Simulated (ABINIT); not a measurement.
Planning a run of ABINIT 10.8.3 on SiC (F-43m). The input:

```
acell 3*1.0 Angstrom
rprim 
  -0.000000000000 2.179000000000 2.179000000000
  2.179000000000 -0.000000000000 2.179000000000
  2.179000000000 2.179000000000 -0.000000000000
ntypat 2
znucl 14 6
natom 2
typat 1 2
xred 
  0.000000000000 0.000000000000 0.000000000000
  0.250000000000 0.250000000000 0.250000000000
pp_dirpath "pseudos"
pseudos "Si.upf, C.upf"
ecut 37
ngkpt 6 6 6
nshiftk 1
shiftk 0 0 0
kptopt 1
chksymbreak 0
istwfk *1
occopt 1
irdwfk 1
optdriver 3
nband 99
ecuteps 8
inclvkb 2
awtr 1
symchi 1
indata_prefix "in"
outdata_prefix "out"
tmpdata_prefix "tmp"
```

```sh
OMP_NUM_THREADS=1 mpirun -n 8 abinit run.abi > log
```

Question: How long will it take on 8 MPI ranks of Arm Neoverse V1, shared host, and how much memory?

It took 22 s; on shared hardware allow 11 s to 44 s. Peak host memory was 1.1 GiB.

[Paths, hosts, dates, memory and timing lines, banners, echoed tables and standing remarks are left out of the program output.]

[Logs are printed without paths, hosts, clocks, repeated set-up lines and the standing remarks that a program may print on its own settings, such as how far it seeks lower states.]

[Runs of the session that timed out or met a known fault of the program may be left out.]

[No measured gap is set beside runs whose start may be inverted or whose files or cutoffs have a known fault.]

[Hosts, paths, dates, database ids (printed as entryN), source tags and the programs' standing remarks are cut or masked in the printed files.]

[G0W0 gaps are taken among the corrected bands and points alone; a level outside them can change the order at an edge.]

[Where Ansatz stands beside ABINIT at settings called matched, ABINIT's density can come from a denser mesh and the files from another edition; pairs whose starting gaps differed by over 0.03 eV were left out, so agreement reads better than it is.]
